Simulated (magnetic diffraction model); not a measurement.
## CeTiFe: the ordered moment from one line

Space group Pnma (no. 62), a = 7.3040 Å, b = 4.2910 Å, c = 7.2740 Å.

| site | atom | x | y | z |
| --- | --- | --- | --- | --- |
| 4c | Ce | 0.0001 | 3/4 | 0.7896 |
| 4c | Fe | 0.8035 | 3/4 | 0.4149 |
| 4c | Ti | 0.1898 | 3/4 | 0.3976 |

The compound is invented for this exercise: a known structure type with other elements, its cell scaled to their sizes and not relaxed.

Only Ce is taken to order (form factors of Ce3+); orders and moment sizes are assumed, and not adapted to the symmetry. Radiation: neutrons of λ = 4.2 Å, 3° to 90°; isotropic B of 0.36 Å² (Ce), 0.45 Å² (Fe) and 0.47 Å² (Ti). Simulated constant-wavelength pattern: nuclear and magnetic terms add, the magnetic one as |2.695 fm × Σ f S⊥ exp(2πi Q·r) exp(−B s²)|², summed over all Q at one angle with the factor 1/(sin²θ cos θ). For a modulated order the moment at position r is S exp(−2πi k·r) + c.c., with S = m/2 for a sine wave of amplitude m and S = m(u + iv)/2 for moments turning in a plane, u and v being orthogonal unit vectors in it; the phase factor of the sum at Q = H + k is then exp(2πi H·r). Free-ion form factors, Sears's scattering lengths of 1992, no absorption; a label names one of the reflections at its angle. The strongest nuclear line in the range is 100, and lines under 0.2 are left out.

In a first state the assumed order is k = (0 0.293 0), moments turning in the plane of [010] and [100], 1.9 μB on Ce; signs + at (0.0001, 3/4, 0.7896), + at (0.4999, 1/4, 0.2896), + at (0.5001, 3/4, 0.7104), + at (0.9999, 1/4, 0.2104), with this pattern:

```
2θ (°)        index  nuclear  magnetic
 16.49  (0 0.293 0)      0.0      24.3
 48.09      (1 0 1)      0.2       0.0
 51.18  (1 0.293 1)      0.0       0.9
 53.57  (0 0.707 1)      0.0       6.6
 69.25      (0 1 1)      2.1       0.0
 72.69  (2 0.293 0)      0.0       3.0
 73.02  (0 0.293 2)      0.0       4.4
 79.11      (1 1 1)    100.0       0.0
 80.10      (2 0 1)      9.2       0.0
 80.33      (1 0 2)     55.6       0.0
 88.14  (0 1.293 1)      0.0       2.5
```

**Question.** Nearer the ordering temperature the line at 16.49° has total intensity 6.1 on the same scale, and all moments have shrunk alike. How large is the Ce moment?

The nuclear part, 0.0, stays, so the magnetic part is 6.1 against 24.3. It goes as m², so m = 1.9 × √(6.1/24.3) = 0.95 μB; the value used was 0.95 μB.

[Logs are printed without paths, hosts, clocks, repeated set-up lines and the standing remarks that a program may print on its own settings, such as how far it seeks lower states.]
